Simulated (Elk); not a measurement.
**Does BaFeO3 carry moments in Elk?**

Aim: find out whether BaFeO3 carries moments when they start parallel, and what they gain.

Method: PBEsol with U = 4.50 eV, J = 0.90 eV on Fe d; all-electron APW+lo, Dirac cores, scalar-relativistic bands, in Elk 11.2.3 (patched build).

The database entry behind the starting cell differs from later determinations by our own check (an axis about 1.3 % long against later determinations), so it need not match the best structure at ambient conditions.

### Step 1. Set-up

The structure is cubic, space group Pm-3m (No. 221). The conventional cell has a = 4.020 Å, b = 4.020 Å, c = 4.020 Å, α = 90.00°, β = 90.00°, γ = 90.00°. Nearest to Ba lie 12 O at 2.84 Å. Fe has 6 O at 2.01 Å nearest. Nearest to O lie 2 Fe at 2.01 Å and 4 Ba at 2.84 Å. Farther neighbours and most contacts between anions are not listed.

### Step 2. Start 1: ferro +

The parallel start comes first: it fits the smallest cell, keeps the most symmetry and shows whether parallel moments form. A Hubbard U of customary size acts on the open shell; it was not fitted to this crystal.

The last three numbers of an atom's line are a seed field in its sphere. It points against the wanted moment and shrinks by the factor reducebf each loop.

elk.in reads:

```
tasks
  0

xctype
  22

rgkmax
  7.0

nempty
  12

swidth
  0.003

reducebf
  0.6

epsengy
  1e-05

maxscl
  100

lmaxi
  2

spinpol
  .true.

sppath
  './'

avec
  7.59669902100 0.00000000000 0.00000000000
  0.00000000000 7.59669902100 0.00000000000
  0.00000000000 0.00000000000 7.59669902100

atoms
  3
  'Ba.in'
  1
  0.0000000000 0.0000000000 0.0000000000   0.000000 0.000000 0.000000
  'Fe.in'
  1
  0.5000000000 0.5000000000 0.5000000000   0.000000 0.000000 -0.400000
  'O.in'
  3
  0.5000000000 0.5000000000 0.0000000000   0.000000 0.000000 0.000000
  0.0000000000 0.5000000000 0.5000000000   0.000000 0.000000 0.000000
  0.5000000000 0.0000000000 0.5000000000   0.000000 0.000000 0.000000

ngridk
  6 6 6

dft+u
  1 1
  2 2 0.165372 0.033074
```

On the command line:

```console
$ OMP_NUM_THREADS=2 elk
```

Numbers of over 12 decimals in the logs are rounded to 6 here.

The program printed:

```text
Warning(gndstate): forces or DFT+U at lmaxo under 8 : 6
  [figures from our tests cut]: type lmaxo 8 and lmaxapw 10

--- INFO.OUT ---
┌─────────────────────────┐
│ Elk code version 11.2.3 │
└─────────────────────────┘

All units are atomic (Hartree, Bohr, etc.)

┌─────────────────────────────────────────────────┐
│ Ground-state run starting from atomic densities │
└─────────────────────────────────────────────────┘

Lattice vectors :
   7.596699021       0.000000000       0.000000000
   0.000000000       7.596699021       0.000000000
   0.000000000       0.000000000       7.596699021

Reciprocal lattice vectors :
  0.8270941484       0.000000000       0.000000000
   0.000000000      0.8270941484       0.000000000
   0.000000000       0.000000000      0.8270941484

Unit cell volume      :    438.4042548
Brillouin zone volume :   0.5658024774

Muffin-tin inner radius fraction :   0.1000000000E-01

Nuclei treated as point charges

Species : 1 (Ba)
 parameters loaded from : Ba.in
 name : barium
 nuclear charge    :   -56.00000000
 electronic charge :    56.00000000
 atomic mass :    250331.8071
 muffin-tin radius :    2.800000000
 number of radial points in muffin-tin :   1393
 inner part over the whole radius :   0.9950032293E-02
 number on inner part of muffin-tin    :    996
 approximate nuclear radius :   0.9171481901E-04
 number of mesh points to nuclear radius :    504
 atomic positions (lattice), magnetic fields (Cartesian) :
  1 :   0.00000000  0.00000000  0.00000000    0.00000000  0.00000000  0.00000000

Species : 2 (Fe)
 parameters loaded from : Fe.in
 name : iron
 nuclear charge    :   -26.00000000
 electronic charge :    26.00000000
 atomic mass :    101799.2075
 muffin-tin radius :    2.141914006
 number of radial points in muffin-tin :    993
 inner part over the whole radius :   0.9919286542E-02
 number on inner part of muffin-tin    :    698
 approximate nuclear radius :   0.7160107270E-04
 number of mesh points to nuclear radius :    334
 atomic positions (lattice), magnetic fields (Cartesian) :
  1 :   0.50000000  0.50000000  0.50000000    0.00000000  0.00000000 -0.40000000

Species : 3 (O)
 parameters loaded from : O.in
 name : oxygen
 nuclear charge    :   -8.000000000
 electronic charge :    8.000000000
 atomic mass :    29165.12205
 muffin-tin radius :    1.606435505
 number of radial points in muffin-tin :    593
 inner part over the whole radius :   0.9821042156E-02
 number on inner part of muffin-tin    :    406
 approximate nuclear radius :   0.5115538663E-04
 number of mesh points to nuclear radius :    174
 atomic positions (lattice), magnetic fields (Cartesian) :
  1 :   0.50000000  0.50000000  0.00000000    0.00000000  0.00000000  0.00000000
  2 :   0.00000000  0.50000000  0.50000000    0.00000000  0.00000000  0.00000000
  3 :   0.50000000  0.00000000  0.50000000    0.00000000  0.00000000  0.00000000

Total number of atoms per unit cell :    5
Total muffin-tin volume :    185.2095994
 ratio of muffin-tin to unit cell volume :   0.4224630518

Spin treatment :
 spin-polarised
 global magnetic field (Cartesian) :    0.000000000       0.000000000       0.000000000
 collinear magnetisation in z-direction

Number of Bravais lattice symmetries :   48
Number of crystal symmetries         :   48
Crystal has inversion symmetry
Real symmetric eigensolver will be used

k-point grid :      6     6     6
k-point offset :    0.000000000       0.000000000       0.000000000
k-point set is reduced with full crystal symmetry group
Total number of k-points :       20

Muffin-tin radius times maximum |G+k| :    7.000000000
 using average radius
Maximum |G+k| for APW functions       :    3.585617181
Maximum (1/2)|G+k|²                   :    6.428325284
Maximum |G| for potential and density :    12.00000000
Constant for pseudocharge density :    8
 order of it for each species :   15  15  15
 order of it for pair densities of each species (exact exchange by exxq0 0: 15) :   15  12   5
Radial integration step length :    1

G-vector grid sizes :     30    30    30
Number of G-vectors :    12893

Maximum angular momentum used for
 APW functions            :    8
 outer part of muffin-tin :    6
 inner part of muffin-tin :    2

Total nuclear charge    :   -106.0000000
Total core charge       :    52.00000000
Total valence charge    :    54.00000000
Total excess charge     :    0.000000000
Total electronic charge :    106.0000000

Effective Wigner radius, rₛ :   0.9957724243

Number of empty states         :     60
Total number of valence states :    176
Total number of core states    :     52

Third-order local-orbitals added for an l without core states : T
Total number of local-orbitals :     65

Exchange-correlation functional :     22     0     0
 PBEsol, Phys. Rev. Lett. 100, 136406 (2008)
 gradient requirement :    1
 generalised gradient approximation (GGA)

DFT+U calculation
 fully localised limit (FLL)
 see Phys. Rev. B 52, R5467 (1995)
 species : 2 (Fe), l = 2, U =   0.16537200, J =   0.03307400

Smearing type :    3
 Fermi-Dirac
Smearing width :   0.3000000000E-02
Effective electronic temperature (K) :    947.3250744

Mixing type :    3
 Broyden mixing, J. Phys. A: Math. Gen. 17, L317 (1984)

Kohn-Sham potential initialised from atomic data

┌──────────────────────────────┐
│ Self-consistent loop started │
└──────────────────────────────┘

┌─────────────────┐
│ Loop number : 1 │
└─────────────────┘

Energies :
 Fermi                       :     0.143183
 sum of occupied eigenvalues :     -5863.6984008892
 electron kinetic            :      10190.127780564
 core electron kinetic       :      9741.1478297457
 Coulomb                     :     -19548.986540605
 Coulomb potential           :     -15697.017698312
 nuclear-nuclear             :     -1027.0915150280
 electron-nuclear            :     -21367.457138330
 Hartree                     :      2845.5621127525
 Madelung                    :     -11700.477691449
 xc potential                :     -356.61907539838
 xc effective B-field        :    -0.279144
 external B-field            :      0.000000
 exchange                    :     -268.74773161023
 correlation                 :     -5.762557
 DFT+U                       :     0.223014
 electron entropic           :    -0.73138691783259E-03
 total energy                :     -9633.1467659413
 (external B-field energy excluded from total)

Density of states at Fermi energy :    23.28096895
 (states/Hartree/unit cell)

Estimated indirect band gap :   0.6137833384E-02
 from k-point 16 to k-point 1
Estimated direct band gap   :   0.1039389732E-01
 at k-point 3

Charges :
 core                        :    52.00000000
 valence                     :    54.00000000
[...]
atom 3                    :   0.5310614483E-01
 total in muffin-tins        :    3.753421474
 total moment                :    3.971394647

┌─────────────────┐
│ Loop number : 2 │
└─────────────────┘

Energies :
 Fermi                       :     0.133448
 sum of occupied eigenvalues :     -5863.8785793971
 electron kinetic            :      10188.148357986
 core electron kinetic       :      9739.7911158781
 Coulomb                     :     -19549.396482094
 Coulomb potential           :     -15696.907410927
 nuclear-nuclear             :     -1027.0915150280
 electron-nuclear            :     -21368.383381723
 Hartree                     :      2846.0784146565
 Madelung                    :     -11700.942776631
 xc potential                :     -354.85108024586
 xc effective B-field        :    -0.304522
 external B-field            :      0.000000
 exchange                    :     -268.79711364065
 correlation                 :     -5.761016
 DFT+U                       :     0.229539
 electron entropic           :    -0.52922027793528E-03
 total energy                :     -9635.5772433516
 (external B-field energy excluded from total)

Density of states at Fermi energy :    16.79494196
 (states/Hartree/unit cell)

Estimated indirect band gap :   0.7334541871E-02
 from k-point 16 to k-point 4
Estimated direct band gap   :   0.3019033830E-01
 at k-point 12

Charges :
 core                        :    52.00000000
 valence                     :    54.00000000
 interstitial                :    6.630466149
 muffin-tins (core leakage)
  species : 1 (Ba)
   atom 1                    :    53.63219530     (  0.5305393586E-05)
  species : 2 (Fe)
   atom 1                    :    22.90167490     ( -0.2192821622E-06)
  species : 3 (O)
   atom 1                    :    7.611887884     ( -0.1672696053E-06)
   atom 2                    :    7.611887884     ( -0.1672696053E-06)
   atom 3                    :    7.611887884     ( -0.1672696053E-06)
 total in muffin-tins        :    99.36953385
 total calculated charge     :    105.9995494
 total charge                :    106.0000000
 error                       :   0.4506332197E-03

Moments :
 interstitial                :   0.1892912059
 muffin-tins
  species : 1 (Ba)
   atom 1                    :   0.4709810264E-02
  species : 2 (Fe)
   atom 1                    :    3.742287220
  species : 3 (O)
   atom 1                    :   0.2121518713E-01
   atom 2                    :   0.2121518713E-01
   atom 3                    :   0.2121518713E-01
 total in muffin-tins        :    3.810642591
 total moment                :    3.999933797

RMS change in Kohn-Sham potential (target) :    2.370957551     (  0.1000000000E-05)
Absolute change in total energy (target)   :    2.430477410     (  0.1000000000E-04)

[... loops 3 to 24 left out ...]

┌──────────────────┐
│ Loop number : 25 │
└──────────────────┘

Energies :
 Fermi                       :     0.231601
 sum of occupied eigenvalues :     -5851.2091295764
 electron kinetic            :      10196.878497671
 core electron kinetic       :      9741.2893670736
 Coulomb                     :     -19555.342520100
 Coulomb potential           :     -15687.385137924
 nuclear-nuclear             :     -1027.0915150280
 electron-nuclear            :     -21389.661435157
 Hartree                     :      2861.4104300843
 Madelung                    :     -11711.649951138
 xc potential                :     -360.39944443483
 xc effective B-field        :    -0.303045
 external B-field            :      0.000000
 exchange                    :     -268.93397958617
 correlation                 :     -5.783066
 DFT+U                       :     0.292812
 electron entropic           :    -0.13740757319079E-02
 total energy                :     -9632.8896297190
 (external B-field energy excluded from total)

Density of states at Fermi energy :    44.58572135
 (states/Hartree/unit cell)

Estimated indirect band gap :   0.3996965695E-02
 from k-point 5 to k-point 10
Estimated direct band gap   :   0.9846087532E-02
 at k-point 10

Charges :
 core                        :    52.00000000
 valence                     :    54.00000000
 interstitial                :    6.896814603
 muffin-tins (core leakage)
  species : 1 (Ba)
   atom 1                    :    53.76601100     (  0.5157449941E-05)
  species : 2 (Fe)
   atom 1                    :    24.08116837     ( -0.2192826649E-06)
  species : 3 (O)
   atom 1                    :    7.085335342     ( -0.1656897304E-06)
   atom 2                    :    7.085335342     ( -0.1656897304E-06)
   atom 3                    :    7.085335342     ( -0.1656897304E-06)
 total in muffin-tins        :    99.10318540
 total calculated charge     :    105.9997101
 total charge                :    106.0000000
 error                       :   0.2899355980E-03

Moments :
 interstitial                :   0.1305815211
 muffin-tins
  species : 1 (Ba)
   atom 1                    :   0.9174040917E-02
  species : 2 (Fe)
   atom 1                    :    3.771103935
  species : 3 (O)
   atom 1                    :   0.8814945617E-01
   atom 2                    :   0.8814945617E-01
   atom 3                    :   0.8814945617E-01
 total in muffin-tins        :    4.044726344
 total moment                :    4.175307866

RMS change in Kohn-Sham potential (target) :   0.3000949651E-06 (  0.1000000000E-05)
Absolute change in total energy (target)   :   0.4446519597E-07 (  0.1000000000E-04)

Convergence targets achieved

┌──────────────────┐
│ Loop number : 26 │
└──────────────────┘

Energies :
 Fermi                       :     0.231601
 sum of occupied eigenvalues :     -5851.2091316787
 electron kinetic            :      10196.878496562
 core electron kinetic       :      9741.2893678148
 Coulomb                     :     -19555.342521538
 Coulomb potential           :     -15687.385135808
 nuclear-nuclear             :     -1027.0915150280
 electron-nuclear            :     -21389.661440244
 Hartree                     :      2861.4104337338
 Madelung                    :     -11711.649953634
 xc potential                :     -360.39944678835
 xc effective B-field        :    -0.303046
 external B-field            :      0.000000
 exchange                    :     -268.93398027301
 correlation                 :     -5.783066
 DFT+U                       :     0.292812
 electron entropic           :    -0.13740905782696E-02
 total energy                :     -9632.8896327548
 (external B-field energy excluded from total)

Density of states at Fermi energy :    44.58626962
 (states/Hartree/unit cell)

Estimated indirect band gap :   0.3996919550E-02
 from k-point 5 to k-point 10
Estimated direct band gap   :   0.9845952783E-02
 at k-point 10

Charges :
 core                        :    52.00000000
 valence                     :    54.00000000
 interstitial                :    6.896814503
 muffin-tins (core leakage)
  species : 1 (Ba)
   atom 1                    :    53.76601080     (  0.5157448939E-05)
  species : 2 (Fe)
   atom 1                    :    24.08116851     ( -0.2192828461E-06)
  species : 3 (O)
   atom 1                    :    7.085335395     ( -0.1656894986E-06)
   atom 2                    :    7.085335395     ( -0.1656894986E-06)
   atom 3                    :    7.085335395     ( -0.1656894986E-06)
 total in muffin-tins        :    99.10318550
 total calculated charge     :    105.9997101
 total charge                :    106.0000000
 error                       :   0.2899357366E-03

Moments :
 interstitial                :   0.1305809915
 muffin-tins
  species : 1 (Ba)
   atom 1                    :   0.9174045108E-02
  species : 2 (Fe)
   atom 1                    :    3.771108529
  species : 3 (O)
   atom 1                    :   0.8814854021E-01
   atom 2                    :   0.8814854021E-01
   atom 3                    :   0.8814854021E-01
 total in muffin-tins        :    4.044728194
 total moment                :    4.175309186

┌──────────────────────────────┐
│ Self-consistent loop stopped │
└──────────────────────────────┘

Warning : forces or DFT+U at lmaxo under 8 : 6

Wrote STATE.OUT
```

Wall time 12 min (2 threads of Arm Neoverse N1, shared host); peak memory 0.26 GiB.

Spin moment in the muffin-tin sphere by atom:

| atom | spin moment in the muffin-tin sphere (μB) |
| --- | --- |
| Ba1 | 0.01 |
| Fe2 | 3.77 |
| O3 | 0.09 |
| O4 | 0.09 |
| O5 | 0.09 |

Read from the output:

```
density of states at the Fermi level : 1.639 states/eV/cell
moment between the spheres           : 0.1306 μB
magnetization                        : 4.175 μB
final state                          : ferromagnetic
```

After 26 cycles the largest moment stands at 3.77 μB.

(Part 1 of 2 ends here.)

[Logs and program files are shortened in this print: banners, set-up blocks, solver, clock and traceback lines can be left out without a mark of their own.]

[Logs are printed without paths, hosts, clocks, repeated set-up lines and the standing remarks that a program may print on its own settings, such as how far it seeks lower states.]

[Hosts, paths, dates, database ids (printed as entryN), source tags and the programs' standing remarks are cut or masked in the printed files.]

[Where a cell is said to come from a database of computed structures, the database is the Materials Project.]
